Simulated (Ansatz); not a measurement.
# What Mo2CO2 monolayer distorts into, part 2 of 2

Which phase does Mo2CO2 monolayer fall into along its unstable mode, and how much energy does it gain?

Ansatz 0.2.0; DFT PBE, scalar-relativistic, plane waves, PAW; PAW set soft_1.

So far, highest frequency on the path or at a solved wavevector (cm⁻¹): step 2 (the dispersion) 742. Also lowest frequency on the path (cm⁻¹): step 2 -144.

**6. Relaxation from the frozen mode**

Starting from the lowest point found, all atoms and the cell are let go, so that strain and other modes of the same symmetry can join in.

Input file input.yaml:

```yaml
crystal:
  lattice:
    - [3.0933938177, 0.0, 0.0]
    - [0.0, 5.3579152601, 0.0]
    - [0.0, 0.0, 32.6]
  atoms:
    - { symbol: C, position: [-0.0258615633, 0.0, 0.3067484663] }
    - { symbol: C, position: [0.5258615633, 0.5, 0.3067484663] }
    - { symbol: Mo, position: [0.024371171, 0.3333333333, 0.3409941963] }
    - { symbol: Mo, position: [0.475628829, 0.8333333333, 0.3409941963] }
    - { symbol: Mo, position: [0.475628829, 0.1666666667, 0.2725027363] }
    - { symbol: Mo, position: [1.024371171, 0.6666666667, 0.2725027363] }
    - { symbol: O, position: [0.5072966036, 0.1666666667, 0.3752807339] }
    - { symbol: O, position: [0.9927033964, 0.6666666667, 0.3752807339] }
    - { symbol: O, position: [-0.0072966036, 0.3333333333, 0.2382161987] }
    - { symbol: O, position: [0.5072966036, 0.8333333333, 0.2382161987] }
  periodic: [true, true, false]
kpoints:
  mp_grid: { grid: [12, 8, 1] }
hamiltonian:
  xc: pbe
  pseudopotentials: { kind: paw, azcp: { folder: soft_1 } }
scf:
  occupations: { method: methfessel_paxton, width: 0.2 }
output:
  forces: true
  stress: true
  eigenvalues: true
  write_density: true
  write_potential: true
  elf: true
  volumetric_format: npy
relax:
  adjacent_minimum: "off"
  f_tol: 0.002
  max_steps: 120
  cell: { stress_2d_tol: 0.005 }
```

Launch:

```
$ ansatz run input.yaml --threads 4 --pin off --max-ram 16384MiB --backend cpu --events-out ev --progress --plain --runs-dir out
```

Numbers of over 12 decimals in the logs are rounded to 6 here.

The log of the run:

```text
[...]
Crystal: 10 atoms, lattice volume = 540.317 Å³
Basis set: ecut = 420 eV, 10567 PW (Γ), exchange–correlation on 48×72×450 points (8 copies of the dense FFT grid, shifted against one another)
Bands: 54, of which v1, the nominal top of the filled ones, is band 44 counted from 1 (43 counted from 0)
Symmetry: 4 space group operations
[...]
k-points: 35 of 96
[...]
SCF iter   1: F=—  HF=-22614.611403 eV  |F-HF|=—  |Δ(HF+E_count)|=         —  Δρ=1.07e-1  dr2=7.82e1  ethr=3.10e-3  ⟨swp⟩=11.5  Hψ=12614  notcnv=0
[...]
SCF iter  13: F=-22594.972008 eV  HF=-22594.972008 eV  |F-HF|=1.89e-10  |Δ(HF+E_count)|=  5.53e-10  S|Δr|=    0.00e0  Δρ=2.33e-7  dr2=4.20e-10  ethr=1.08e-11  ⟨swp⟩=12.9  Hψ=18519  notcnv=0
SCF 1 converged in 13 iterations: F = -22594.972008 eV  dr2 = 4.20e-10
[...]
relax step   1: F+E_penalty+E_count = -22594.97200823 eV  Δ(F+E_penalty+E_count) = +0.000e0 eV  max|allowed force component| = 1.501e-1 eV/Å  Δτ_max = 0.0000 Å  P = +0.270 N/m  Ω = 540.317 Å³  fix = [c, alpha, beta]  reactions: c +0.000 N/m; alpha +0.000 N/m/rad  (13 SCF iters, dr2 threshold 1.00e-7 eV, accepted)
Crystal: 10 atoms, lattice volume = 541.998 Å³
Basis set: ecut = 420 eV, 10595 PW (Γ), exchange–correlation on 48×72×450 points (8 copies of the dense FFT grid, shifted against one another)
[...]
iter 1 solved again at ethr=7.50e-6 eV; its pass at ethr=3.10e-3 eV (dr2=6.60e-3 eV) is discarded
[...]
SCF iter   5: F=-22594.985399 eV  HF=-22594.985399 eV  |F-HF|=2.66e-7  |Δ(HF+E_count)|=   1.39e-6  S|Δr|=    0.00e0  Δρ=8.01e-6  dr2=2.59e-7  ethr=1.14e-9  ⟨swp⟩=24.7  Hψ=26836  notcnv=0
SCF 2 converged in 5 iterations: F = -22594.985399 eV  dr2 = 2.59e-7
  Residual-converged pass: ⟨swp⟩=1.1  Hψ=2032  notcnv=0  max |occ|·‖R‖ = 7.1e-9 eV (tolerance 1.0e-8 eV)  dr2=2.59e-7  dr2_onsite=8.33e-9  max |Δocc| = 5.3e-11
relax step   2: F+E_penalty+E_count = -22594.98539917 eV  Δ(F+E_penalty+E_count) = -1.339e-2 eV  max|allowed force component| = 1.040e-1 eV/Å  Δτ_max = 0.0150 Å  P = -0.088 N/m  Ω = 541.998 Å³  energy of the carried Pulay correction = -7.068e-4 eV  fix = [c, alpha, beta]  reactions: c +0.000 N/m; alpha +0.000 N/m/rad  (5 SCF iters, dr2 threshold 1.00e-6 eV, accepted)
Crystal: 10 atoms, lattice volume = 543.516 Å³
Basis set: ecut = 420 eV, 10651 PW (Γ), exchange–correlation on 48×72×450 points (8 copies of the dense FFT grid, shifted against one another)
[...]
SCF iter   6: F=-22595.019186 eV  HF=-22595.019186 eV  |F-HF|=6.81e-7  |Δ(HF+E_count)|=   1.71e-6  S|Δr|=    0.00e0  Δρ=6.49e-6  dr2=9.29e-8  ethr=1.14e-9  ⟨swp⟩=25.3  Hψ=26647  notcnv=0
SCF 3 converged in 6 iterations: F = -22595.019186 eV  dr2 = 9.29e-8
relax step   3: F+E_penalty+E_count = -22595.01918640 eV  Δ(F+E_penalty+E_count) = -3.379e-2 eV  max|allowed force component| = 1.156e-1 eV/Å  Δτ_max = 0.0467 Å  P = -0.561 N/m  Ω = 543.516 Å³  energy of the carried Pulay correction = -1.343e-3 eV  fix = [c, alpha, beta]  reactions: c +0.000 N/m; alpha +0.000 N/m/rad  (6 SCF iters, dr2 threshold 1.00e-6 eV, accepted)
[... from here on, the SCF cycles and remarks between the steps are left out ...]
relax step   4: F+E_penalty+E_count = -22595.03037915 eV  Δ(F+E_penalty+E_count) = -1.119e-2 eV  max|allowed force component| = 1.608e-1 eV/Å  Δτ_max = 0.0259 Å  P = +0.197 N/m  Ω = 543.103 Å³  energy of the carried Pulay correction = -1.170e-3 eV  fix = [c, alpha, beta]  reactions: c +0.000 N/m; alpha +0.000 N/m/rad  (6 SCF iters, dr2 threshold 1.00e-6 eV, accepted)
relax step   5: F+E_penalty+E_count = -22595.03902691 eV  Δ(F+E_penalty+E_count) = -8.648e-3 eV  max|allowed force component| = 6.959e-2 eV/Å  Δτ_max = 0.0229 Å  P = -0.453 N/m  Ω = 542.761 Å³  energy of the carried Pulay correction = -1.026e-3 eV  fix = [c, alpha, beta]  reactions: c +0.000 N/m; alpha -0.000 N/m/rad  (6 SCF iters, dr2 threshold 1.00e-6 eV, accepted)
relax step   6: F+E_penalty+E_count = -22595.03993833 eV  Δ(F+E_penalty+E_count) = -9.114e-4 eV  max|allowed force component| = 1.063e-1 eV/Å  Δτ_max = 0.0100 Å  P = +0.129 N/m  Ω = 542.072 Å³  energy of the carried Pulay correction = -7.377e-4 eV  fix = [c, alpha, beta]  reactions: c +0.000 N/m; alpha -0.000 N/m/rad  (5 SCF iters, dr2 threshold 3.03e-7 eV, accepted)
relax step   7: F+E_penalty+E_count = -22595.04104191 eV  Δ(F+E_penalty+E_count) = -1.104e-3 eV  max|allowed force component| = 1.463e-2 eV/Å  Δτ_max = 0.0044 Å  P = +0.068 N/m  Ω = 542.100 Å³  energy of the carried Pulay correction = -7.493e-4 eV  fix = [c, alpha, beta]  reactions: c -0.000 N/m; alpha +0.000 N/m/rad  (4 SCF iters, dr2 threshold 7.06e-7 eV, accepted)
relax step   8: F+E_penalty+E_count = -22595.04101736 eV  Δ(F+E_penalty+E_count) = +2.454e-5 eV  max|allowed force component| = 4.193e-3 eV/Å  Δτ_max = 0.0013 Å  P = -0.038 N/m  Ω = 542.255 Å³  energy of the carried Pulay correction = -8.142e-4 eV  fix = [c, alpha, beta]  reactions: c +0.000 N/m; alpha -0.000 N/m/rad  (5 SCF iters, dr2 threshold 1.34e-8 eV, accepted)
relax step   9: F+E_penalty+E_count = -22595.04110004 eV  Δ(F+E_penalty+E_count) = -8.268e-5 eV  max|allowed force component| = 1.195e-3 eV/Å  Δτ_max = 0.0006 Å  P = +0.022 N/m  Ω = 542.074 Å³  energy of the carried Pulay correction = -7.385e-4 eV  fix = [c, alpha, beta]  reactions: c -0.000 N/m; alpha +0.000 N/m/rad  (5 SCF iters, dr2 threshold 1.86e-9 eV, accepted)
relax step  10: F+E_penalty+E_count = -22595.04107226 eV  Δ(F+E_penalty+E_count) = +2.779e-5 eV  max|allowed force component| = 4.034e-4 eV/Å  Δτ_max = 0.0002 Å  P = +0.000 N/m  Ω = 542.145 Å³  energy of the carried Pulay correction = -7.681e-4 eV  fix = [c, alpha, beta]  reactions: c -0.000 N/m; alpha +0.000 N/m/rad  (4 SCF iters, dr2 threshold 8.03e-10 eV, accepted)
relax step  11: F+E_penalty+E_count = -22595.04532436 eV  Δ(F+E_penalty+E_count) = -4.252e-3 eV  max|allowed force component| = 6.211e-4 eV/Å  Δτ_max = 0.0000 Å  P = +0.047 N/m  Ω = 542.145 Å³  fix = [c, alpha, beta]  reactions: c +0.000 N/m; alpha -0.000 N/m/rad  stress off target by 1.51e-1 N/m on what of the cell is left free  SCF on the basis re-selected at this cell (its energy is not comparable with the rows above)  (10 SCF iters)
relax step  12: F+E_penalty+E_count = -22595.04535204 eV  Δ(F+E_penalty+E_count) = -2.767e-5 eV  max|allowed force component| = 7.111e-3 eV/Å  Δτ_max = 0.0018 Å  P = +0.012 N/m  Ω = 542.285 Å³  energy of the carried Pulay correction = -5.971e-5 eV  fix = [c, alpha, beta]  reactions: c -0.000 N/m; alpha -0.000 N/m/rad  (5 SCF iters, dr2 threshold 2.73e-8 eV, accepted)
relax step  13: F+E_penalty+E_count = -22595.04536313 eV  Δ(F+E_penalty+E_count) = -1.109e-5 eV  max|allowed force component| = 3.047e-3 eV/Å  Δτ_max = 0.0007 Å  P = -0.004 N/m  Ω = 542.331 Å³  energy of the carried Pulay correction = -7.920e-5 eV  fix = [c, alpha, beta]  reactions: c +0.000 N/m; alpha -0.000 N/m/rad  (5 SCF iters, dr2 threshold 3.44e-9 eV, accepted)
relax step  14: F+E_penalty+E_count = -22595.04535791 eV  Δ(F+E_penalty+E_count) = +5.224e-6 eV  max|allowed force component| = 1.814e-3 eV/Å  Δτ_max = 0.0006 Å  P = +0.002 N/m  Ω = 542.367 Å³  energy of the carried Pulay correction = -9.414e-5 eV  fix = [c, alpha, beta]  reactions: c +0.000 N/m; alpha +0.000 N/m/rad  (5 SCF iters, dr2 threshold 7.96e-10 eV, accepted)
[...]
SCF iter   1: F=—  HF=-22595.045224 eV  |F-HF|=—  |Δ(HF+E_count)|=         —  Δρ=1.14e-5  dr2=5.48e-8  ethr=2.66e-7  ⟨swp⟩=6.5  Hψ=22726  notcnv=0
eigensolver tolerance schedule: the retry pair's looser diagonalisation over-reported the residual by 4278.86 of it (diagonalisation noise at 0.58 of the residual, at the tolerance the schedule requests for it); recorded, not acted on — ethr = c·dr2/N_el stays at c = 1.0e-1
SCF iter   2: F=—  HF=-22595.045495 eV  |F-HF|=—  |Δ(HF+E_count)|=   2.71e-4  S|Δr|=    0.00e0  Δρ=4.51e-6  dr2=1.23e-7  ethr=6.22e-11  ⟨swp⟩=6.3  Hψ=8702  notcnv=0
[...]
SCF iter   7: F=-22595.045495 eV  HF=-22595.045495 eV  |F-HF|=1.09e-10  |Δ(HF+E_count)|=  6.91e-11  S|Δr|=    0.00e0  Δρ=8.92e-9  dr2=2.37e-13  ethr=1.00e-12  ⟨swp⟩=10.5  Hψ=14251  notcnv=0
SCF 15 converged in 7 iterations: F = -22595.045495 eV  dr2 = 2.37e-13
relax step  15: F+E_penalty+E_count = -22595.04549511 eV  Δ(F+E_penalty+E_count) = -1.372e-4 eV  max|allowed force component| = 1.821e-3 eV/Å  Δτ_max = 0.0000 Å  P = +0.003 N/m  Ω = 542.367 Å³  fix = [c, alpha, beta]  reactions: c +0.000 N/m; alpha +0.000 N/m/rad  stress off target by 3.38e-3 N/m on what of the cell is left free  SCF on the basis re-selected at this cell (its energy is not comparable with the rows above)  (7 SCF iters)
[...]
SCF converged after 7 iterations
[...]
Free energy (F): -22595.045495 eV
[...]
Internal energy: -22595.042600 eV  (E = F + TS)
E sigma→0 (E₀):  -22595.044771 eV
Entropy (-TS):   -0.002896 eV (-0.290 meV/atom)
Fermi energy:    -6.245039 eV
Step filling:    the computed levels leave a gap of 0.0264 eV = 0.1 smearing widths at the electron count; against every level under it full and every level over it empty, smearing changes F+E_penalty+E_count by -1.560 meV and its σ→0 estimate by -0.836 meV
[...]
--- Forces (eV/Å), atoms counted from 1 ---
  atom   1  C      0.00165497     0.00000000     0.00000000
  atom   2  C     -0.00165497     0.00000000     0.00000000
  atom   3  Mo     0.00182114    -0.00083641    -0.00141160
  atom   4  Mo    -0.00182114    -0.00083641    -0.00141160
  atom   5  Mo    -0.00182114     0.00083641     0.00141160
  atom   6  Mo     0.00182114     0.00083641     0.00141160
  atom   7  O     -0.00016337     0.00115737     0.00020146
  atom   8  O      0.00016337     0.00115737     0.00020146
  atom   9  O      0.00016337    -0.00115737    -0.00020146
  atom  10  O     -0.00016337    -0.00115737    -0.00020146
  max |Σ_I F_I| component: 1.73e-18 eV/Å
--- 2D stress c σ (N/m, compression-positive) ---
        0.003378       0.000000       0.000000
        0.000000       0.002253      -0.000000
        0.000000      -0.000000       0.000000
  P = ½ c Tr σ = 0.0028 N/m
--- Band table (eV; the first three rows and the last of 35) ---
  k-point 0: bands = [... 40 lower, -8.2933, -8.2060, -8.0582, -7.1577, -6.2823, -5.8572, -5.6684, -5.2992, ... 6 higher]
  k-point 1: bands = [... 40 lower, -8.3651, -7.8895, -7.8100, -7.1842, -6.3005, -5.7300, -5.5987, -5.3903, ... 6 higher]
  k-point 2: bands = [... 40 lower, -8.3005, -7.8320, -7.5161, -7.1777, -6.2097, -5.5663, -5.4676, -5.4547, ... 6 higher]
  k-point 34: bands = [... 40 lower, -8.2846, -8.2846, -6.1605, -6.1605, -5.6127, -5.6127, -5.1847, -5.1847, ... 6 higher]
--- Relaxed structure (13 steps of the walk, 13 accepted, 2 SCFs on fresh bases) ---
  F+E_penalty+E_count = -22595.04549511 eV   max|allowed force component| = 1.821e-3 eV/Å   (the final SCF, on the basis selected at the relaxed cell)
  cell:  # Å, volume = 542.3667 Å³
    - [3.204192, 0.0, 0.0]
    - [0.0, 5.192265, 0]
    - [0.0, 0, 32.6]
  atoms:
    - { symbol: C, position: [-0.039887, 1.416486607004845e-19, 0.3067484663] }
    - { symbol: C, position: [0.539887, 0.5, 0.3067484663] }
    - { symbol: Mo, position: [0.044560, 0.339048, 0.341338] }
    - { symbol: Mo, position: [0.455440, 0.839048, 0.341338] }
    - { symbol: Mo, position: [0.455440, 0.160952, 0.272159] }
    - { symbol: Mo, position: [1.044560, 0.660952, 0.272159] }
    - { symbol: O, position: [0.518215, 0.170218, 0.374970] }
    - { symbol: O, position: [0.981785, 0.670218, 0.374970] }
    - { symbol: O, position: [-0.018215, 0.329782, 0.238527] }
    - { symbol: O, position: [0.518215, 0.829782, 0.238527] }
```

Run time: 7.6 min. Hardware: 4 threads of Arm Neoverse V1, shared host; peak memory 1.5 GiB; 30 min of CPU time.

The steps of the relaxation:

```tsv
step	energy less that of the first step (eV)	largest force component (eV/Å)	volume (Å³)
1	0.0000	0.1501	540.32
2	-0.0134	0.1040	542.00
3	-0.0472	0.1156	543.52
4	-0.0584	0.1608	543.10
5	-0.0670	0.0696	542.76
6	-0.0679	0.1063	542.07
7	-0.0690	0.0146	542.10
8	-0.0690	0.0042	542.25
9	-0.0691	0.0012	542.07
10	-0.0691	0.0004	542.14
11*	-0.0733	0.0006	542.14
12	-0.0733	0.0071	542.29
13	-0.0734	0.0030	542.33
14	-0.0733	0.0018	542.37
15*	-0.0735	0.0018	542.37
```

Relaxation steps marked * repeat the geometry before them on a plane-wave basis chosen anew for their cell, so energy and pressure can jump there.

Forces are held to the 4 operations that the run works with; a distortion that breaks them can't arise in this run.

```tsv
cell as run	before	after	change
a (Å)	3.093	3.204	+3.6 %
b (Å)	5.358	5.192	-3.1 %
```

The atoms that moved most (Å, along periodic axes as changes of fractional coordinates times the final cell, across vacuum about the mean position):

```tsv
atom	dx	dy	dz	length
Mo4	-0.065	0.030	0.011	0.072
Mo6	0.065	-0.030	-0.011	0.072
Mo3	0.065	0.030	0.011	0.072
Mo5	-0.065	-0.030	-0.011	0.072
C1	-0.045	0.000	0.000	0.045
C2	0.045	0.000	0.000	0.045
O7	0.035	0.018	-0.010	0.041
O9	-0.035	-0.018	0.010	0.041
```

The relaxed structure:

```xyz
10
Lattice="3.2042 0.0000 0.0000 0.0000 5.1923 0.0000 0.0000 0.0000 32.6000" Properties=species:S:1:pos:R:3
C    -0.1278    0.0000   10.0000
C     1.7299    2.5961   10.0000
Mo    0.1428    1.7604   11.1276
Mo    1.4593    4.3566   11.1276
Mo    1.4593    0.8357    8.8724
Mo    3.3470    3.4318    8.8724
O     1.6605    0.8838   12.2240
O     3.1458    3.4799   12.2240
O    -0.0584    1.7123    7.7760
O     1.6605    4.3084    7.7760
```

Numbers from this step:

* area per atom: 1.664 Å²

Valence density in the bc plane at fractional x = 0.518, with atoms of C and O within 0.2 Å of it. It is the smooth field of the valence electrons, not physical close to the nuclei.

Ten steps, logarithmic in the rise over the least value, from '_' (0.0 e/Å³) to '@' (5.2 e/Å³), each cell a mean:
```
____________________________
____________________________
____________________________
____________________________
____________________________
____________________________
____________________________
____________________________
____________________________
____________________________
____________________________
____________________________
____________________________
____________________________
==##%%%%++::..__......::::::
****####++--------++%%@@@@%%
++++**++++**####**++**####**
##@@@@@@##==========++****++
==----::::........==##@@@@**
____________________________
____________________________
____________________________
____________________________
____________________________
```
Columns run along b (5.2 Å), rows up along c (32.6 Å). Atoms in or near the plane, at fractional coordinates: C at (0.50, 0.31), O at (0.17, 0.37), O at (0.83, 0.24).

ELF in the bc plane at fractional x = 0.518, with atoms of C and O within 0.2 Å of it. It is the smooth field of the valence electrons, not physical close to the nuclei.

Ten even steps from '_' (0.00) to '@' (0.75), each cell a mean:
```
____________________________
____________________________
____________________________
____________________________
____________________________
____________________________
____________________________
____________________________
____________________________
____________________________
____________________________
____________________________
____________________________
__......____________________
##@@@@@@%%--______________::
==******++----==----##%%%%##
==------++%%##++%%##========
++%%%%%%++--==++====++++++==
++......________..##@@@@@@@@
____________________..::::..
____________________________
____________________________
____________________________
____________________________
```
Columns run along b (5.2 Å), rows up along c (32.6 Å). Atoms in or near the plane, at fractional coordinates: C at (0.50, 0.31), O at (0.17, 0.37), O at (0.83, 0.24).

Electrostatic potential energy in the bc plane at fractional x = 0.518, with atoms of C and O within 0.2 Å of it. With pseudopotentials it is smooth inside the atoms' cores, unlike the true potential.

Ten even steps from '0' (-44 eV) to '9' (0 eV), each cell a mean:
```
99999999999999
99999999999999
99999999999999
99999999999999
99999999999999
99999999999999
99999999999999
99999999999999
99999999999999
99999999999999
99999999999999
99999999999999
99999999999999
99999999999999
85458999999889
55557888851001
66567511365445
20002688887666
88888999995336
99999999999999
99999999999999
99999999999999
99999999999999
99999999999999
```
Columns run along b (5.2 Å; values clipped at the 3rd and 97th percentile), rows up along c (32.6 Å). Atoms in or near the plane, at fractional coordinates: C at (0.50, 0.31), O at (0.17, 0.37), O at (0.83, 0.24).

The distorted start has space group P2/c; the relaxation ends in P2/c.

**7. Summary of results**

```
unstable mode of the parent                                                      : q = (0, -0.5, 0), 132i cm⁻¹
depth at the lowest point sampled                                                : 4.25 meV/atom
largest atomic shift at that point                                               : 0.08 Å
space group reached (within 0.01 Å)                                              : P2/c
energy gained over the parent (first relaxation, on the mesh of the frozen mode) : 11.5 meV/atom
area per atom, phase reached                                                     : 1.66 Å²
```

What this shows: Along this mode the structure falls into P2/c, 11.5 meV/atom below the parent. At the parent's cell the well is 4.25 meV/atom deep on the steps tried, with its lowest point at a shift of 0.08 Å. Relaxing atoms and cell changes the gain by +7.23 meV/atom against the lowest step (energies at zero smearing). Most of the total comes from this relaxation. The modes of the phase reached were not computed on this path. Of the 2 patterns followed to their end from this parent, this one ends 10.4 meV/atom above the lowest, P2_1/m. Each path keeps the symmetry of its pattern, so a lower phase may lie along a pattern not tried. With no gap, or one that is small against the smearing, the frequencies hang on the k mesh and the smearing, most of all near Kohn anomalies. In a sheet or slab the interpolated bending branch near Γ is rough, since the rotational sum rule isn't imposed. The starting cell was built on a prototype and not taken from a measurement.

[Logs are printed without paths, hosts, clocks, repeated set-up lines and the standing remarks that a program may print on its own settings, such as how far it seeks lower states.]

[Hosts, paths, dates, database ids (printed as entryN), source tags and the programs' standing remarks are cut or masked in the printed files.]
